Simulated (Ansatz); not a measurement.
## The perfect V wire along [110], 33 atoms a period

Wanted: the relaxed geometry and the bands of the V wire along [110], 33 atoms a period.

Program: Ansatz 0.2.0. Level of theory: DFT PBE, plane waves, PAW; relaxation of a wire's period; PAW set soft_1, in the first sound run; inputs show where later runs differ. Results are calculated unless marked as measured.

### 1. Set-up

The cell holds 33 atoms: 33 V. Cell: a = 18.760 Å, b = 15.257 Å, c = 4.228 Å, α = 90.0°, β = 90.0°, γ = 90.0°. Vacuum lies along a and b. The structure's axis is c.

### 2. Relaxation of atoms and period

Band widths follow the bond lengths, so the wire is relaxed first. The atoms and the third cell vector are free; the box across stays fixed as vacuum. A Fermi-Dirac smearing is set since the result may be a metal. The pressure printed is a third of the stress's trace over the whole box, vacuum included; only the stress along the axis is relaxed.

input.yaml reads:

```yaml
crystal:
  lattice:
    - [18.76, 0.0, 0.0]
    - [0.0, 15.257, 0.0]
    - [0.0, 0.0, 4.2284985515]
  atoms:
    - { symbol: V, position: [0.181236674, 0.499999905, 0.0] }
    - { symbol: V, position: [0.260927505, 0.361424217, 0.0] }
    - { symbol: V, position: [0.340618337, 0.222848529, 0.0] }
    - { symbol: V, position: [0.340618337, 0.499999905, 0.0] }
    - { symbol: V, position: [0.420309168, 0.361424217, 0.0] }
    - { symbol: V, position: [0.5, 0.222848529, 0.0] }
    - { symbol: V, position: [0.5, 0.499999905, 0.0] }
    - { symbol: V, position: [0.579690832, 0.361424217, 0.0] }
    - { symbol: V, position: [0.659381663, 0.222848529, 0.0] }
    - { symbol: V, position: [0.659381663, 0.499999905, 0.0] }
    - { symbol: V, position: [0.739072495, 0.361424217, 0.0] }
    - { symbol: V, position: [0.818763326, 0.499999905, 0.0] }
    - { symbol: V, position: [0.260927505, 0.499999905, 0.5] }
    - { symbol: V, position: [0.340618337, 0.361424217, 0.5] }
    - { symbol: V, position: [0.340618337, 0.638575593, 0.5] }
    - { symbol: V, position: [0.420309168, 0.222848529, 0.5] }
    - { symbol: V, position: [0.420309168, 0.499999905, 0.5] }
    - { symbol: V, position: [0.420309168, 0.777151282, 0.5] }
    - { symbol: V, position: [0.5, 0.361424217, 0.5] }
    - { symbol: V, position: [0.5, 0.638575593, 0.5] }
    - { symbol: V, position: [0.579690832, 0.222848529, 0.5] }
    - { symbol: V, position: [0.579690832, 0.499999905, 0.5] }
    - { symbol: V, position: [0.579690832, 0.777151282, 0.5] }
    - { symbol: V, position: [0.659381663, 0.361424217, 0.5] }
    - { symbol: V, position: [0.659381663, 0.638575593, 0.5] }
    - { symbol: V, position: [0.739072495, 0.499999905, 0.5] }
    - { symbol: V, position: [0.260927505, 0.638575593, 0.0] }
    - { symbol: V, position: [0.340618337, 0.777151282, 0.0] }
    - { symbol: V, position: [0.420309168, 0.638575593, 0.0] }
    - { symbol: V, position: [0.5, 0.777151282, 0.0] }
    - { symbol: V, position: [0.579690832, 0.638575593, 0.0] }
    - { symbol: V, position: [0.659381663, 0.777151282, 0.0] }
    - { symbol: V, position: [0.739072495, 0.638575593, 0.0] }
kpoints:
  mp_grid: { grid: [1, 1, 19] }
scf:
  occupations: { method: fermi_dirac, width: 0.05 }
hamiltonian:
  xc: pbe
  pseudopotentials: { kind: paw, azcp: { folder: soft_1 } }
relax:
  cell: { fix: [a, b, alpha, beta, gamma] }
  max_steps: 45
  f_tol: 0.03
```

The run is started by

```bash
ansatz run input.yaml --threads 4 --pin off --max-ram 16384MiB --backend cpu --events-out ev --progress --plain --runs-dir out
```

Numbers of over 12 decimals in the logs are rounded to 6 here.

The program printed:

```text
Engine: ansatz 0.2.0, aarch64-unknown-linux-gnu
Pseudopotentials: kind: paw
Pseudopotential: V, paw, valence charge 13, recommended cutoff 420 eV (normal), soft_1/V.paw.azcp
Functional definition: PBE
  parameter kappa = 0.804
  parameter beta = 0.066725
  exchange = pbe_x(kappa = kappa, mu = beta*pi^2/3)
  correlation = pbe_c(beta = beta)
Crystal: 33 atoms, lattice volume = 1210.286 Å³
Basis set: ecut = 420 eV, 23603 PW (Γ), exchange–correlation on 256×216×60 points (8 copies of the dense FFT grid, shifted against one another)
Bands: 258, of which v1, the nominal top of the filled ones, is band 215 counted from 1 (214 counted from 0)
Symmetry: 8 space group operations
Space group: Pmmm (ITA 47), of the structure as read, at distance tolerance 1.1e-4 Å
k-points: 10 of 19
Non-local potential: V, projectors of the file, l = 0: 3, l = 1: 2, l = 2: 3, l = 3: 1
PAW form: soft (Blöchl's): semilocal exchange-correlation on the pseudo side does not see the compensation charge
PAW one-centre angular grid: V, 590 points (default); XC on 64 Gauss nodes
Initial density: superposition of atomic densities (neutral atoms: chi_scale 0, normalization atom)
Initial wavefunctions: pseudopotential atomic-orbital guess
Functional: x = pbe(κ = 0.804, μ = 0.219515), c = pbe(β = 0.066725)
SCF iter   1: F=—  HF=-96136.069934 eV  |F-HF|=—  |Δ(HF+E_count)|=         —  Δρ=9.42e-2  dr2=1.04e3  ethr=3.10e-3  ⟨swp⟩=11.7  Hψ=13242  notcnv=0
preconditioner: auto → LDOS  [metal: Δε(μ)=0.001 eV  Ē_g=3.321 eV  σ=0.050 eV  W_gap=0.00  n_scr=260 (ndim 8)  ℏωp=13.7 eV  f_vac=0.479  D(μ)=45.63/eV (n_scr^D=368)  β→1.0]
SCF iter   2: F=—  HF=-96149.481634 eV  |F-HF|=—  |Δ(HF+E_count)|=    1.34e1  Δρ=1.71e-1  dr2=2.19e3  ethr=3.10e-3  ⟨swp⟩=14.0  Hψ=19958  notcnv=0  defer=16
SCF iter   3: F=—  HF=-96087.630930 eV  |F-HF|=—  |Δ(HF+E_count)|=    6.19e1  Δρ=5.20e-2  dr2=9.45e1  ethr=3.10e-3  ⟨swp⟩=8.6  Hψ=9258  notcnv=0  defer=15
SCF iter   4: F=—  HF=-96083.039907 eV  |F-HF|=—  |Δ(HF+E_count)|=    4.59e0  Δρ=2.67e-2  dr2=1.02e1  ethr=3.10e-3  ⟨swp⟩=5.6  Hψ=6358  notcnv=0  defer=1
SCF iter   5: F=—  HF=-96081.609991 eV  |F-HF|=—  |Δ(HF+E_count)|=    1.43e0  Δρ=1.03e-2  dr2=9.68e0  ethr=2.38e-3  ⟨swp⟩=4.8  Hψ=4616  notcnv=0  defer=11
SCF iter   6: F=—  HF=-96081.493783 eV  |F-HF|=—  |Δ(HF+E_count)|=   1.16e-1  Δρ=4.55e-3  dr2=7.12e-1  ethr=2.26e-3  ⟨swp⟩=2.0  Hψ=3007  notcnv=0  defer=6
SCF iter   7: F=—  HF=-96081.463389 eV  |F-HF|=—  |Δ(HF+E_count)|=   3.04e-2  Δρ=9.18e-4  dr2=2.15e-2  ethr=1.66e-4  ⟨swp⟩=7.7  Hψ=5198  notcnv=0  defer=12
SCF iter   8: F=—  HF=-96081.465683 eV  |F-HF|=—  |Δ(HF+E_count)|=   2.29e-3  Δρ=4.72e-4  dr2=6.38e-3  ethr=5.01e-6  ⟨swp⟩=4.5  Hψ=4274  notcnv=0  defer=8
SCF iter   9: F=—  HF=-96081.466180 eV  |F-HF|=—  |Δ(HF+E_count)|=   4.96e-4  Δρ=3.76e-4  dr2=8.79e-3  ethr=1.49e-6  ⟨swp⟩=2.6  Hψ=3474  notcnv=0  defer=7
SCF iter  10: F=—  HF=-96081.466015 eV  |F-HF|=—  |Δ(HF+E_count)|=   1.65e-4  Δρ=1.20e-4  dr2=7.44e-4  ethr=1.49e-6  ⟨swp⟩=1.9  Hψ=2667  notcnv=0  defer=7
SCF iter  11: F=—  HF=-96081.466002 eV  |F-HF|=—  |Δ(HF+E_count)|=   1.23e-5  Δρ=2.47e-5  dr2=1.37e-5  ethr=1.74e-7  ⟨swp⟩=2.9  Hψ=3495  notcnv=0  defer=7
SCF iter  12: F=—  HF=-96081.465706 eV  |F-HF|=—  |Δ(HF+E_count)|=   2.96e-4  Δρ=1.67e-5  dr2=7.76e-6  ethr=3.18e-9  ⟨swp⟩=3.3  Hψ=4255  notcnv=0  defer=6
SCF iter  13: F=—  HF=-96081.465707 eV  |F-HF|=—  |Δ(HF+E_count)|=   7.02e-7  Δρ=5.08e-6  dr2=4.30e-7  ethr=1.81e-9  ⟨swp⟩=2.4  Hψ=3213  notcnv=0  defer=5
SCF iter  14: F=-96081.465707 eV  HF=-96081.465707 eV  |F-HF|=8.50e-9  |Δ(HF+E_count)|=   8.47e-8  Δρ=1.80e-6  dr2=4.88e-8  ethr=2.33e-11  ⟨swp⟩=5.7  Hψ=8551  notcnv=0
SCF 1 converged in 14 iterations: F = -96081.465707 eV  dr2 = 4.88e-8
  greatest PAW one-centre occupation: 1.000 electrons in one spin orbital (limit 2), on the V atom at site 9 (counted from 0), in its partial waves of l = 0
relax step   1: F+E_penalty+E_count = -96081.46570682 eV  Δ(F+E_penalty+E_count) = +0.000e0 eV  max|allowed force component| = 2.247e0 eV/Å  Δτ_max = 0.0000 Å  P = -4.310 GPa  Ω = 1210.286 Å³  fix = [a, b, alpha, beta, gamma]  reactions: a -3.834, b -3.966 GPa  (14 SCF iters, dr2 threshold 1.00e-7 eV, accepted)
Crystal: 33 atoms, lattice volume = 1177.558 Å³
Basis set: ecut = 420 eV, 22945 PW (Γ), exchange–correlation on 256×216×60 points (8 copies of the dense FFT grid, shifted against one another)
Initial density: handed on by an earlier stage of this run
Initial wavefunctions: those handed on with the density
SCF iter   1: F=—  HF=-96084.820321 eV  |F-HF|=—  |Δ(HF+E_count)|=         —  Δρ=2.01e-2  dr2=1.85e1  ethr=3.10e-3  ⟨swp⟩=12.8  Hψ=12996  notcnv=0
preconditioner: auto → LDOS  [metal: Δε(μ)=0.002 eV  Ē_g=2.633 eV  σ=0.050 eV  W_gap=0.01  n_scr=260 (ndim 8)  ℏωp=13.9 eV  f_vac=0.522  D(μ)=47.10/eV (n_scr^D=398)  β→1.0]
SCF iter   2: F=—  HF=-96084.658044 eV  |F-HF|=—  |Δ(HF+E_count)|=   1.62e-1  Δρ=1.49e-2  dr2=1.07e1  ethr=3.10e-3  ⟨swp⟩=4.0  Hψ=4485  notcnv=0  defer=45
SCF iter   3: F=—  HF=-96083.806593 eV  |F-HF|=—  |Δ(HF+E_count)|=   8.51e-1  Δρ=1.91e-3  dr2=7.89e-2  ethr=2.50e-3  ⟨swp⟩=2.4  Hψ=3745  notcnv=0  defer=45
SCF iter   4: F=—  HF=-96083.819277 eV  |F-HF|=—  |Δ(HF+E_count)|=   1.27e-2  Δρ=1.27e-3  dr2=3.92e-2  ethr=1.84e-5  ⟨swp⟩=3.7  Hψ=5764  notcnv=0  defer=48
SCF iter   5: F=—  HF=-96083.819262 eV  |F-HF|=—  |Δ(HF+E_count)|=   1.54e-5  Δρ=2.76e-4  dr2=2.71e-3  ethr=9.14e-6  ⟨swp⟩=2.0  Hψ=3308  notcnv=0  defer=48
SCF iter   6: F=—  HF=-96083.819118 eV  |F-HF|=—  |Δ(HF+E_count)|=   1.44e-4  Δρ=9.62e-5  dr2=1.58e-4  ethr=6.32e-7  ⟨swp⟩=2.0  Hψ=3331  notcnv=0  defer=48
SCF iter   7: F=—  HF=-96083.819173 eV  |F-HF|=—  |Δ(HF+E_count)|=   5.53e-5  Δρ=5.63e-5  dr2=6.42e-5  ethr=3.68e-8  ⟨swp⟩=2.2  Hψ=3440  notcnv=0  defer=48
SCF iter   8: F=—  HF=-96083.819183 eV  |F-HF|=—  |Δ(HF+E_count)|=   1.00e-5  Δρ=2.71e-5  dr2=1.14e-5  ethr=1.50e-8  ⟨swp⟩=2.0  Hψ=3310  notcnv=0  defer=48
SCF iter   9: F=-96083.819184 eV  HF=-96083.819184 eV  |F-HF|=4.66e-7  |Δ(HF+E_count)|=   1.03e-6  Δρ=6.43e-6  dr2=1.41e-6  ethr=7.69e-10  ⟨swp⟩=5.0  Hψ=8315  notcnv=0
SCF 2 converged in 9 iterations: F = -96083.819184 eV  dr2 = 1.41e-6
relax step   2: F+E_penalty+E_count = -96083.81918380 eV  Δ(F+E_penalty+E_count) = -2.353e0 eV  max|allowed force component| = 6.259e-1 eV/Å  Δτ_max = 0.1950 Å  P = -1.095 GPa  Ω = 1177.558 Å³  energy of the carried Pulay correction = +1.115e-2 eV  fix = [a, b, alpha, beta, gamma]  reactions: a -0.749, b -1.051 GPa  (9 SCF iters, dr2 threshold 3.30e-6 eV, accepted)
Crystal: 33 atoms, lattice volume = 1157.446 Å³
[...]
preconditioner: auto → LDOS  [metal: Δε(μ)=0.006 eV  Ē_g=2.635 eV  σ=0.050 eV  W_gap=0.03  n_scr=252 (ndim 8)  ℏωp=14.2 eV  f_vac=0.512  D(μ)=48.17/eV (n_scr^D=402)  β→1.0]
SCF iter   2: F=—  HF=-96084.191248 eV  |F-HF|=—  |Δ(HF+E_count)|=   5.30e-4  Δρ=9.16e-5  dr2=1.25e-4  ethr=5.09e-9  ⟨swp⟩=4.0  Hψ=6073  notcnv=0
SCF iter   3: F=—  HF=-96084.191229 eV  |F-HF|=—  |Δ(HF+E_count)|=   1.90e-5  Δρ=3.93e-5  dr2=1.49e-5  ethr=5.09e-9  ⟨swp⟩=2.4  Hψ=4831  notcnv=0
SCF iter   4: F=—  HF=-96084.191226 eV  |F-HF|=—  |Δ(HF+E_count)|=   3.48e-6  Δρ=7.40e-6  dr2=7.92e-7  ethr=3.47e-9  ⟨swp⟩=2.6  Hψ=4219  notcnv=0
SCF iter   5: F=—  HF=-96084.191226 eV  |F-HF|=—  |Δ(HF+E_count)|=   5.98e-8  Δρ=3.53e-6  dr2=1.95e-7  ethr=1.85e-10  ⟨swp⟩=3.5  Hψ=5139  notcnv=0
SCF iter   6: F=—  HF=-96084.191226 eV  |F-HF|=—  |Δ(HF+E_count)|=   1.98e-8  Δρ=1.16e-6  dr2=3.30e-8  ethr=4.55e-11  ⟨swp⟩=2.0  Hψ=3267  notcnv=0
SCF iter   7: F=—  HF=-96084.191226 eV  |F-HF|=—  |Δ(HF+E_count)|=   2.53e-9  Δρ=6.09e-7  dr2=6.58e-9  ethr=7.69e-12  ⟨swp⟩=2.0  Hψ=3298  notcnv=0
SCF iter   8: F=—  HF=-96084.191226 eV  |F-HF|=—  |Δ(HF+E_count)|=  3.49e-10  Δρ=1.19e-7  dr2=3.47e-10  ethr=1.53e-12  ⟨swp⟩=2.0  Hψ=3479  notcnv=0
SCF iter   9: F=-96084.191226 eV  HF=-96084.191226 eV  |F-HF|=2.91e-11  |Δ(HF+E_count)|=  3.49e-10  Δρ=6.26e-8  dr2=7.68e-11  ethr=1.00e-12  ⟨swp⟩=5.0  Hψ=7623  notcnv=0
SCF 9 converged in 9 iterations: F = -96084.191226 eV  dr2 = 7.68e-11
relax step   9: F+E_penalty+E_count = -96084.19122558 eV  Δ(F+E_penalty+E_count) = +2.670e-2 eV  max|allowed force component| = 2.114e-2 eV/Å  Δτ_max = 0.0000 Å  P = -0.018 GPa  Ω = 1134.156 Å³  fix = [a, b, alpha, beta, gamma]  reactions: a +0.026, b -0.104 GPa  stress off target by 2.44e-2 GPa on what of the cell is left free  SCF on the basis re-selected at this cell (its energy is not comparable with the rows above)  (9 SCF iters)
basis re-selected at this cell: Δ(F+E_penalty+E_count) = +2.670e-2 eV, ΔP = +0.008 GPa vs the last step (what re-selecting the basis moved, of the pressure what is left beyond the Pulay correction that the steps carried, after the strain that the cell walked since its last selection, with what the two solves' SCF thresholds leave and, on support functions, any second-order correction that the steps lacked; it is no measure of the basis error at this ecutwfc). The dense FFT grid was sized anew with the basis: this SCF ran on 128×108×27 points, the steps before it on 128×108×30, so part of this shift can come from that change (see relax.cell in the input reference). [rest of the remark cut]
SCF converged after 9 iterations
Free energy (F): -96084.191226 eV
Harris-Foulkes:  -96084.191226 eV  (|F-HF|=2.91e-11)
Internal energy: -96083.790515 eV  (E = F + TS)
E sigma→0 (E₀):  -96083.990870 eV
Entropy (-TS):   -0.400711 eV (-12.143 meV/atom)
Fermi energy:    4.495969 eV
--- Per-component energies (eV) ---
  E_band       = -9949.449906
  E_kinetic    = 9760.948235
  E_local      = -310043.243428  (includes V_loc(G=0)·N_el)
  E_nonlocal   = 2750.385507
  E_hartree    = 149699.950762
  E_xc         = -3776.919202
  E_vxc        = -4776.222728  (∫ρ·V_xc dr)
  E_paw        = -37163.997667  (= ΣΔE_a)
  E_vpaw       = -7041.254708  (= ΣTr[D̂ρ^β])
  E_aug_tail   = 0.035112  (compensation charges beyond the density's cutoff)
  E_ewald      = 92689.050166
  E_smearing   = -0.400711  (= −TS)
  E_closure    = 0.000000  (closes the sum)
  Σ components = -96084.191226   (vs F -96084.191226, Δ=0.00e0)
--- Forces (eV/Å), atoms counted from 1 ---
  atom   1  V      0.01417258     0.00000000     0.00000000
  atom   2  V     -0.00360502    -0.00964308     0.00000000
  atom   3  V     -0.02114334     0.00318420     0.00000000
  atom   4  V     -0.00798492     0.00000000     0.00000000
  atom   5  V     -0.00054565    -0.00429975     0.00000000
  atom   6  V      0.00000000    -0.01025270     0.00000000
  atom   7  V      0.00000000     0.00000000     0.00000000
  atom   8  V      0.00054565    -0.00429975     0.00000000
  atom   9  V      0.02114334     0.00318420     0.00000000
  atom  10  V      0.00798492     0.00000000     0.00000000
  atom  11  V      0.00360502    -0.00964308     0.00000000
  atom  12  V     -0.01417258     0.00000000     0.00000000
  atom  13  V     -0.01088576     0.00000000     0.00000000
  atom  14  V      0.00483151    -0.00983917     0.00000000
  atom  15  V      0.00483151     0.00983917     0.00000000
  atom  16  V      0.00936901     0.00584592     0.00000000
  atom  17  V     -0.00089506     0.00000000     0.00000000
  atom  18  V      0.00936901    -0.00584592     0.00000000
  atom  19  V      0.00000000    -0.00049272     0.00000000
  atom  20  V      0.00000000     0.00049272     0.00000000
  atom  21  V     -0.00936901     0.00584592     0.00000000
  atom  22  V      0.00089506     0.00000000     0.00000000
  atom  23  V     -0.00936901    -0.00584592     0.00000000
  atom  24  V     -0.00483151    -0.00983917     0.00000000
  atom  25  V     -0.00483151     0.00983917     0.00000000
  atom  26  V      0.01088576     0.00000000     0.00000000
  atom  27  V     -0.00360502     0.00964308     0.00000000
  atom  28  V     -0.02114334    -0.00318420     0.00000000
  atom  29  V     -0.00054565     0.00429975     0.00000000
  atom  30  V      0.00000000     0.01025270     0.00000000
  atom  31  V      0.00054565     0.00429975     0.00000000
  atom  32  V      0.02114334    -0.00318420     0.00000000
  atom  33  V      0.00360502     0.00964308     0.00000000
  max |Σ_I F_I| component: 5.64e-18 eV/Å
--- Stress (GPa, compression-positive) ---
        0.025757       0.000000       0.000000
        0.000000      -0.103759       0.000000
        0.000000       0.000000       0.024380
  P = ⅓ Tr σ = -0.0179 GPa (-0.179 kbar)
--- Relaxed structure (8 steps of the walk, 8 accepted, 1 SCFs on fresh bases) ---
  F+E_penalty+E_count = -96084.19122558 eV   max|allowed force component| = 2.114e-2 eV/Å   (the final SCF, on the basis selected at the relaxed cell)
  cell:  # Å, volume = 1134.1565 Å³
    - [18.76, 0.0, 0.0]
    - [0.0, 15.257, 0.0]
    - [0.0, 0.0, 3.962516]
  atoms:
    - { symbol: V, position: [0.189995, 0.5, 0.0] }
    - { symbol: V, position: [0.254347, 0.371749, 0.0] }
    - { symbol: V, position: [0.342635, 0.230906, 0.0] }
    - { symbol: V, position: [0.337433, 0.5, 0.0] }
    - { symbol: V, position: [0.417587, 0.359385, 0.0] }
    - { symbol: V, position: [0.5, 0.218414, 0.0] }
    - { symbol: V, position: [0.5, 0.5, 0.0] }
    - { symbol: V, position: [0.582413, 0.359385, 0.0] }
    - { symbol: V, position: [0.657365, 0.230906, 0.0] }
    - { symbol: V, position: [0.662567, 0.5, 0.0] }
    - { symbol: V, position: [0.745653, 0.371749, 0.0] }
    - { symbol: V, position: [0.810005, 0.5, 0.0] }
    - { symbol: V, position: [0.261990, 0.5, 0.5] }
    - { symbol: V, position: [0.339066, 0.354618, 0.5] }
    - { symbol: V, position: [0.339066, 0.645382, 0.5] }
    - { symbol: V, position: [0.421160, 0.219271, 0.5] }
    - { symbol: V, position: [0.420671, 0.5, 0.5] }
    - { symbol: V, position: [0.421160, 0.780729, 0.5] }
    - { symbol: V, position: [0.5, 0.356255, 0.5] }
    - { symbol: V, position: [0.5, 0.643745, 0.5] }
    - { symbol: V, position: [0.578840, 0.219271, 0.5] }
    - { symbol: V, position: [0.579329, 0.5, 0.5] }
    - { symbol: V, position: [0.578840, 0.780729, 0.5] }
    - { symbol: V, position: [0.660934, 0.354618, 0.5] }
    - { symbol: V, position: [0.660934, 0.645382, 0.5] }
    - { symbol: V, position: [0.738010, 0.5, 0.5] }
    - { symbol: V, position: [0.254347, 0.628251, 0.0] }
    - { symbol: V, position: [0.342635, 0.769094, 0.0] }
    - { symbol: V, position: [0.417587, 0.640615, 0.0] }
    - { symbol: V, position: [0.5, 0.781586, 0.0] }
    - { symbol: V, position: [0.582413, 0.640615, 0.0] }
    - { symbol: V, position: [0.657365, 0.769094, 0.0] }
    - { symbol: V, position: [0.745653, 0.628251, 0.0] }
```

It took 19 min on 4 threads of Arm Neoverse V1, shared host; peak memory 7 GiB.

This run has no spin polarisation, although V can carry a moment.

(Continued in part 2 of 2.)

[Logs are printed without paths, hosts, clocks, repeated set-up lines and the standing remarks that a program may print on its own settings, such as how far it seeks lower states.]

[Hosts, paths, dates, database ids (printed as entryN), source tags and the programs' standing remarks are cut or masked in the printed files.]
